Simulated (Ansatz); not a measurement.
# (MgO)2(LiF)2 [001] superlattice, started as rocksalt type: relaxing the cell for a phonon run

Aim: bring (MgO)2(LiF)2 [001] superlattice, started as rocksalt type to small forces and stress, as phonons need.

Program: Ansatz 0.2.0. Level of theory: DFT LDA, scalar-relativistic, plane waves, PAW. Results are calculated unless marked as measured.

The structure was built from a prototype and need not be the compound's stable phase.

### 1. The structure

It takes space group P4/nmm (No. 129, tetragonal). The conventional cell has a = 2.913 Å, b = 2.913 Å, c = 8.240 Å, α = 90.00°, β = 90.00°, γ = 90.00°. F has 5 Li at 2.06 Å and 1 Mg at 2.06 Å nearest. Nearest to Li lie 5 F at 2.06 Å and 1 O at 2.06 Å. Mg has 5 O at 2.06 Å and 1 F at 2.06 Å nearest. O has 5 Mg at 2.06 Å and 1 Li at 2.06 Å nearest. Farther neighbours and most contacts between anions are not listed.

### 2. A coarse first look

First a cheap look: the gap decides the mesh and the occupations, the pressure tells how far the cell has to move.

input.yaml reads:

```yaml
crystal:
  lattice:
    - [2.06, 2.06, 0.0]
    - [-2.06, 2.06, 0.0]
    - [0.0, 0.0, 8.24]
  atoms:
    - { symbol: F, position: [0.5, 0.5, 0.5] }
    - { symbol: F, position: [0.0, 0.0, 0.75] }
    - { symbol: Li, position: [0.0, 0.0, 0.5] }
    - { symbol: Li, position: [0.5, 0.5, 0.75] }
    - { symbol: Mg, position: [0.0, 0.0, 0.0] }
    - { symbol: Mg, position: [0.5, 0.5, 0.25] }
    - { symbol: O, position: [0.5, 0.5, 0.0] }
    - { symbol: O, position: [0.0, 0.0, 0.25] }
kpoints:
  mp_grid: { grid: [6, 6, 2] }
hamiltonian:
  xc: lda
scf:
  occupations: { method: gaussian, width: 0.1 }
output:
  forces: true
  stress: true
  eigenvalues: true
```

Command:

```sh
$ ansatz run input.yaml --threads 4 --pin off --max-ram 14336MiB --backend cpu --events-out ev --progress --plain --runs-dir out
```

Numbers of over 12 decimals in the logs are rounded to 6 here.

Output:

```text
Engine: ansatz 0.2.0, aarch64-unknown-linux-gnu
Pseudopotentials: kind: paw
Pseudopotential: F, paw, valence charge 7, recommended cutoff 420 eV (normal), F.paw.azcp
Pseudopotential: Li, paw, valence charge 3, recommended cutoff 420 eV (normal), Li.paw.azcp
Pseudopotential: Mg, paw, valence charge 10, recommended cutoff 420 eV (normal), Mg.paw.azcp
[...]
k-point 0: bands = [... 22 lower, 5.0794, 5.0934, 5.8228, 5.8228, 11.0129, 13.7284, 14.0004, 15.8767, ... 3 higher]
  k-point 1: bands = [... 22 lower, 5.0841, 5.0841, 5.8195, 5.8195, 11.8839, 11.9138, 15.4274, 15.9493, ... 3 higher]
  k-point 2: bands = [... 22 lower, 5.0063, 5.1309, 5.3051, 5.7762, 11.7589, 13.9164, 14.0562, 16.3703, ... 3 higher]
  k-point 19: bands = [... 22 lower, 3.9540, 3.9540, 4.7640, 4.7640, 15.7889, 15.7889, 16.5348, 16.5348, ... 3 higher]
[key lines of the parts left out:]
SCF converged after 8 iterations
Free energy (F): -6917.189451 eV
Fermi energy:    8.418646 eV
P = ⅓ Tr σ = -3.4015 GPa (-34.015 kbar)
```

Wall time 1.4 s (4 threads of Arm Neoverse N1, shared host); peak memory 0.35 GiB.

A gap read on the k-mesh alone can miss the band edges.

Numbers from this step:

| Item | Value |
| --- | --- |
| pressure | -3.401 GPa |
| gap on the k-mesh | 5.190 eV |
| volume per atom | 8.742 Å³ |
| direct gap on mesh | 5.190 eV |

The coarse mesh shows a gap of 5.19 eV and a pressure of -3.4 GPa.

### 3. Relaxation

The cell and atoms are relaxed, since residual forces and stress would shift the frequencies.

input.yaml, as its differences from that of step 2:

```diff
@@ -15,3 +15,3 @@
 kpoints:
-  mp_grid: { grid: [6, 6, 2] }
+  mp_grid: { grid: [6, 6, 4] }
 hamiltonian:
@@ -19,3 +19,3 @@
 scf:
-  occupations: { method: gaussian, width: 0.1 }
+  occupations: { method: gaussian, width: 0.02 }
 output:
@@ -24 +24,6 @@
   eigenvalues: true
+relax:
+  adjacent_minimum: "off"
+  f_tol: 0.005
+  max_steps: 80
+  cell: { stress_tol: 0.05 }
```

Output:

```text
[...]
Crystal: 8 atoms, lattice volume = 69.935 Å³
Basis set: ecut = 420 eV, 1359 PW (Γ)
Bands: 34, of which v1, the nominal top of the filled ones, is band 26 counted from 1 (25 counted from 0)
Symmetry: 16 space group operations
[...]
k-points: 30 of 144
[...]
SCF iter   1: F=—  HF=-6917.273530 eV  |F-HF|=—  |Δ(HF+E_count)|=         —  Δρ=1.99e-2  dr2=2.23e-1  ethr=1.77e-3  ⟨swp⟩=6.5  Hψ=4863  notcnv=0
[...]
SCF iter   8: F=-6917.189276 eV  HF=-6917.189276 eV  |F-HF|=5.81e-9  |Δ(HF+E_count)|=   5.42e-8  Δρ=4.04e-6  dr2=8.83e-9  ethr=1.92e-10  ⟨swp⟩=9.0  Hψ=4119  notcnv=0
SCF 1 converged in 8 iterations: F = -6917.189276 eV  dr2 = 8.83e-9
[...]
relax step   1: F+E_penalty+E_count = -6917.18927567 eV  Δ(F+E_penalty+E_count) = +0.000e0 eV  max|allowed force component| = 5.931e-1 eV/Å  Δτ_max = 0.0000 Å  P = -3.401 GPa  Ω = 69.935 Å³  (8 SCF iters, dr2 threshold 1.00e-7 eV, accepted)
Crystal: 8 atoms, lattice volume = 68.873 Å³
[...]
iter 1 solved again at ethr=2.71e-5 eV; its pass at ethr=3.10e-3 eV (dr2=1.41e-2 eV) is discarded
[...]
SCF iter   5: F=-6917.253666 eV  HF=-6917.253667 eV  |F-HF|=3.41e-7  |Δ(HF+E_count)|=   1.11e-5  Δρ=4.33e-5  dr2=7.62e-7  ethr=1.54e-9  ⟨swp⟩=5.3  Hψ=4935  notcnv=0
SCF 2 converged in 5 iterations: F = -6917.253666 eV  dr2 = 7.62e-7
relax step   2: F+E_penalty+E_count = -6917.25366618 eV  Δ(F+E_penalty+E_count) = -6.439e-2 eV  max|allowed force component| = 3.205e-1 eV/Å  Δτ_max = 0.0280 Å  P = -2.034 GPa  Ω = 68.873 Å³  energy of the carried Pulay correction = +5.997e-3 eV  (5 SCF iters, dr2 threshold 8.00e-7 eV, accepted)
Crystal: 8 atoms, lattice volume = 67.274 Å³
Basis set: ecut = 420 eV, 1311 PW (Γ)
[...]
SCF iter   6: F=-6917.294172 eV  HF=-6917.294173 eV  |F-HF|=5.99e-8  |Δ(HF+E_count)|=   8.44e-7  Δρ=1.58e-5  dr2=8.69e-8  ethr=1.54e-9  ⟨swp⟩=6.4  Hψ=4461  notcnv=0
SCF 3 converged in 6 iterations: F = -6917.294172 eV  dr2 = 8.69e-8
[...]
relax step   3: F+E_penalty+E_count = -6917.29417249 eV  Δ(F+E_penalty+E_count) = -4.051e-2 eV  max|allowed force component| = 1.078e-1 eV/Å  Δτ_max = 0.0440 Å  P = +0.236 GPa  Ω = 67.274 Å³  energy of the carried Pulay correction = +1.521e-2 eV  (6 SCF iters, dr2 threshold 8.00e-7 eV, accepted)
[... from here on, the SCF cycles and remarks between the steps are left out ...]
relax step   4: F+E_penalty+E_count = -6917.29514829 eV  Δ(F+E_penalty+E_count) = -9.758e-4 eV  max|allowed force component| = 4.673e-2 eV/Å  Δτ_max = 0.0092 Å  P = +0.048 GPa  Ω = 67.334 Å³  energy of the carried Pulay correction = +1.486e-2 eV  (6 SCF iters, dr2 threshold 7.27e-7 eV, accepted)
relax step   5: F+E_penalty+E_count = -6917.29530996 eV  Δ(F+E_penalty+E_count) = -1.617e-4 eV  max|allowed force component| = 1.707e-2 eV/Å  Δτ_max = 0.0039 Å  P = +0.037 GPa  Ω = 67.332 Å³  energy of the carried Pulay correction = +1.487e-2 eV  (6 SCF iters, dr2 threshold 1.36e-7 eV, accepted)
relax step   6: F+E_penalty+E_count = -6917.29527952 eV  Δ(F+E_penalty+E_count) = +3.044e-5 eV  max|allowed force component| = 1.019e-2 eV/Å  Δτ_max = 0.0016 Å  P = +0.013 GPa  Ω = 67.342 Å³  energy of the carried Pulay correction = +1.481e-2 eV  (6 SCF iters, dr2 threshold 1.82e-8 eV, accepted)
relax step   7: F+E_penalty+E_count = -6917.29525171 eV  Δ(F+E_penalty+E_count) = +2.781e-5 eV  max|allowed force component| = 6.107e-4 eV/Å  Δτ_max = 0.0006 Å  P = -0.002 GPa  Ω = 67.349 Å³  energy of the carried Pulay correction = +1.477e-2 eV  (6 SCF iters, dr2 threshold 6.50e-9 eV, accepted)
relax step   8: F+E_penalty+E_count = -6917.28298157 eV  Δ(F+E_penalty+E_count) = +1.227e-2 eV  max|allowed force component| = 1.513e-3 eV/Å  Δτ_max = 0.0000 Å  P = -0.331 GPa  Ω = 67.349 Å³  stress off target by 4.01e-1 GPa  SCF on the basis re-selected at this cell (its energy is not comparable with the rows above)  (6 SCF iters)
relax step   9: F+E_penalty+E_count = -6917.28419524 eV  Δ(F+E_penalty+E_count) = -1.214e-3 eV  max|allowed force component| = 3.873e-3 eV/Å  Δτ_max = 0.0004 Å  P = +0.018 GPa  Ω = 67.170 Å³  energy of the carried Pulay correction = +1.038e-3 eV  (6 SCF iters, dr2 threshold 4.02e-7 eV, accepted)
relax step  10: F+E_penalty+E_count = -6917.28413774 eV  Δ(F+E_penalty+E_count) = +5.749e-5 eV  max|allowed force component| = 3.324e-4 eV/Å  Δτ_max = 0.0003 Å  P = -0.008 GPa  Ω = 67.182 Å³  energy of the carried Pulay correction = +9.705e-4 eV  (6 SCF iters, dr2 threshold 2.10e-8 eV, accepted)
[...]
SCF iter   8: F=-6917.283086 eV  HF=-6917.283086 eV  |F-HF|=4.55e-12  |Δ(HF+E_count)|=  1.82e-12  Δρ=6.51e-10  dr2=3.17e-16  ethr=1.00e-12  ⟨swp⟩=2.0  Hψ=2236  notcnv=0
SCF 11 converged in 8 iterations: F = -6917.283086 eV  dr2 = 3.17e-16
relax step  11: F+E_penalty+E_count = -6917.28308611 eV  Δ(F+E_penalty+E_count) = +1.052e-3 eV  max|allowed force component| = 4.025e-4 eV/Å  Δτ_max = 0.0000 Å  P = -0.022 GPa  Ω = 67.182 Å³  stress off target by 2.54e-2 GPa  SCF on the basis re-selected at this cell (its energy is not comparable with the rows above)  (8 SCF iters)
[...]
SCF converged after 8 iterations
Free energy (F): -6917.283086 eV
[...]
Internal energy: -6917.283086 eV  (E = F + TS)
E sigma→0 (E₀):  -6917.283086 eV
Fermi energy:    8.889628 eV
[...]
--- Forces (eV/Å), atoms counted from 1 ---
  atom   1  F      0.00000000     0.00000000     0.00004650
  atom   2  F      0.00000000     0.00000000    -0.00004650
  atom   3  Li     0.00000000     0.00000000     0.00005371
  atom   4  Li     0.00000000     0.00000000    -0.00005371
  atom   5  Mg     0.00000000     0.00000000    -0.00022910
  atom   6  Mg     0.00000000     0.00000000     0.00022910
  atom   7  O     -0.00000000    -0.00000000     0.00040252
  atom   8  O      0.00000000    -0.00000000    -0.00040252
  max |Σ_I F_I| component: 2.54e-20 eV/Å
--- Stress (GPa, compression-positive) ---
       -0.025377       0.000000       0.000000
        0.000000      -0.025377       0.000000
        0.000000       0.000000      -0.015658
  P = ⅓ Tr σ = -0.0221 GPa (-0.221 kbar)
--- Band table (eV; the first three rows and the last of 30) ---
  k-point 0: bands = [... 22 lower, 5.3499, 5.3555, 6.0090, 6.0090, 11.7702, 14.6702, 14.8525, 16.2156, ... 4 higher]
  k-point 1: bands = [... 22 lower, 5.3536, 5.3536, 6.0056, 6.0056, 11.9792, 13.7185, 15.8100, 16.2509, ... 4 higher]
  k-point 2: bands = [... 22 lower, 5.3576, 5.3576, 6.0023, 6.0023, 12.3429, 13.0734, 16.2896, 16.4236, ... 4 higher]
  k-point 29: bands = [... 22 lower, 4.0627, 4.0627, 4.9923, 4.9923, 15.9982, 15.9982, 17.2549, 17.2549, ... 4 higher]
--- Relaxed structure (9 steps of the walk, 9 accepted, 2 SCFs on fresh bases) ---
  F+E_penalty+E_count = -6917.28308611 eV   max|allowed force component| = 4.025e-4 eV/Å   (the final SCF, on the basis selected at the relaxed cell)
  cell:  # Å, volume = 67.1816 Å³
    - [2.041581, 2.041581, 0.0]
    - [-2.041581, 2.041581, 0.0]
    - [0.0, 0.0, 8.059111]
  atoms:
    - { symbol: F, position: [0.500000, 0.500000, 0.508788] }
    - { symbol: F, position: [0, 0, 0.741212] }
    - { symbol: Li, position: [0, 0, 0.502154] }
    - { symbol: Li, position: [0.500000, 0.500000, 0.747846] }
    - { symbol: Mg, position: [0, 0, -0.00350024] }
    - { symbol: Mg, position: [0.500000, 0.500000, 0.253500] }
    - { symbol: O, position: [0.500000, 0.500000, -0.00708878] }
    - { symbol: O, position: [0, 0, 0.257089] }
```

Wall time 21 s (4 threads); peak memory 0.41 GiB; 74 s of CPU time.

Step by step:

```csv
step,energy less that of the first step (eV),largest force component (eV/Å),pressure (GPa),volume (Å³)
1,0.0000,0.5931,-3.40,69.93
2,-0.0644,0.3205,-2.03,68.87
3,-0.1049,0.1078,0.24,67.27
4,-0.1059,0.0467,0.05,67.33
5,-0.1060,0.0171,0.04,67.33
6,-0.1060,0.0102,0.01,67.34
7,-0.1060,0.0006,0.00,67.35
8*,-0.0937,0.0015,-0.33,67.35
9,-0.0949,0.0039,0.02,67.17
10,-0.0949,0.0003,-0.01,67.18
11*,-0.0938,0.0004,-0.02,67.18
```

Relaxation steps marked * repeat the geometry before them on a plane-wave basis chosen anew for their cell, so energy and pressure can jump there.

Forces are held to the 16 operations that the run works with; a distortion that breaks them can't arise in this run.

```csv
"conventional cell, symmetrised",before,after,change
a (Å),2.913,2.887,-0.9 %
b (Å),2.913,2.887,-0.9 %
c (Å),8.240,8.059,-2.2 %
volume (Å³/atom),8.74,8.40,-3.9 %
```

The atoms that moved most (Å, as changes of fractional coordinates times the final cell):

```csv
atom,dx,dy,dz,length
F2,0.000,0.000,-0.071,0.071
F1,0.000,0.000,0.071,0.071
O8,0.000,0.000,0.057,0.057
O7,0.000,0.000,-0.057,0.057
Mg5,0.000,0.000,-0.028,0.028
Mg6,0.000,0.000,0.028,0.028
Li4,0.000,0.000,-0.017,0.017
Li3,0.000,0.000,0.017,0.017
```

This step gave:

* pressure: -0.02214 GPa
* gap on the k-mesh: 5.761 eV
* volume per atom: 8.398 Å³
* direct gap on mesh: 5.761 eV

In this step the volume went from 8.74 to 8.40 Å³/atom.

### 4. Relaxing to small forces for the phonons

Phonons need a cell at rest on their own settings, so the relaxation is repeated with tight tolerances on forces and stress, using the mesh and the filling of the phonon run that follows.

input.yaml reads:

```yaml
crystal:
  lattice:
    - [2.0415811188, 2.0415811188, 0.0]
    - [-2.0415811188, 2.0415811188, 0.0]
    - [0.0, 0.0, 8.059110788]
  atoms:
    - { symbol: F, position: [0.5, 0.5, 0.5087884364] }
    - { symbol: F, position: [0.0, 0.0, 0.7412115636] }
    - { symbol: Li, position: [0.0, 0.0, 0.5021537661] }
    - { symbol: Li, position: [0.5, 0.5, 0.7478462339] }
    - { symbol: Mg, position: [0.0, 0.0, -0.0035002351] }
    - { symbol: Mg, position: [0.5, 0.5, 0.2535002351] }
    - { symbol: O, position: [0.5, 0.5, -0.0070887793] }
    - { symbol: O, position: [0.0, 0.0, 0.2570887793] }
kpoints:
  mp_grid: { grid: [8, 8, 4] }
hamiltonian:
  xc: lda
scf:
  occupations: { method: fixed }
output:
  forces: true
  stress: true
  eigenvalues: true
relax:
  adjacent_minimum: "off"
  f_tol: 0.001
  max_steps: 60
  cell: { stress_tol: 0.01 }
```

Output:

```text
[...]
Crystal: 8 atoms, lattice volume = 67.182 Å³
Basis set: ecut = 420 eV, 1295 PW (Γ)
Bands: 34, of which v1, the nominal top of the filled ones, is band 26 counted from 1 (25 counted from 0)
[... 1 set-up line as in the run before ...]
[...]
k-points: 45 of 256
[...]
- [-2.041437, 2.041437, 0]
    - [0, 0, 8.058960]
  atoms:
    - { symbol: F, position: [0.500000, 0.500000, 0.508792] }
    - { symbol: F, position: [0, 0, 0.741208] }
    - { symbol: Li, position: [0, 0, 0.502156] }
    - { symbol: Li, position: [0.500000, 0.500000, 0.747844] }
    - { symbol: Mg, position: [0, 0, -0.00350541] }
    - { symbol: Mg, position: [0.500000, 0.500000, 0.253505] }
    - { symbol: O, position: [0.500000, 0.500000, -0.00708999] }
    - { symbol: O, position: [0, 0, 0.257090] }
[key lines of the parts left out:]
SCF converged after 5 iterations
Free energy (F): -6917.283738 eV
Fermi energy:    6.010466 eV
P = ⅓ Tr σ = -0.0012 GPa (-0.012 kbar)
```

The job ended after 9.4 s (4 threads; peak memory 0.41 GiB; 35 s of CPU time).

Little changed from the start: no atom moved by 0.005 Å and no cell edge by 0.1 %.

This step gave:

```
pressure           : -0.001155 GPa
gap on the k-mesh  : 5.763 eV
volume per atom    : 8.396 Å³
direct gap on mesh : 5.763 eV
```

The largest force component left is 0.12 meV/Å and the pressure is -0.001 GPa, within the tolerances set. The cell now holds 8.40 Å³/atom.

### 5. What came out

| Property | Result |
| --- | --- |
| space group after relaxation (within 0.01 Å) | P4/nmm |
| lattice constant a | 2.887 Å |
| lattice constant b | 2.887 Å |
| lattice constant c | 8.059 Å |
| volume per atom | 8.40 Å³ |
| gap on the k-mesh | 5.76 eV |

What this shows: The largest force component left is 0.12 meV/Å and the pressure is -0.001 GPa, within the tolerances set. The cell now holds 8.40 Å³/atom. The relaxation keeps the symmetry of its start, so it says nothing on stability against lower symmetry. The starting cell was built on a prototype and not taken from a measurement, so the phase need not exist.

[Logs are printed without paths, hosts, clocks, repeated set-up lines and the standing remarks that a program may print on its own settings, such as how far it seeks lower states.]

[Hosts, paths, dates, database ids (printed as entryN), source tags and the programs' standing remarks are cut or masked in the printed files.]
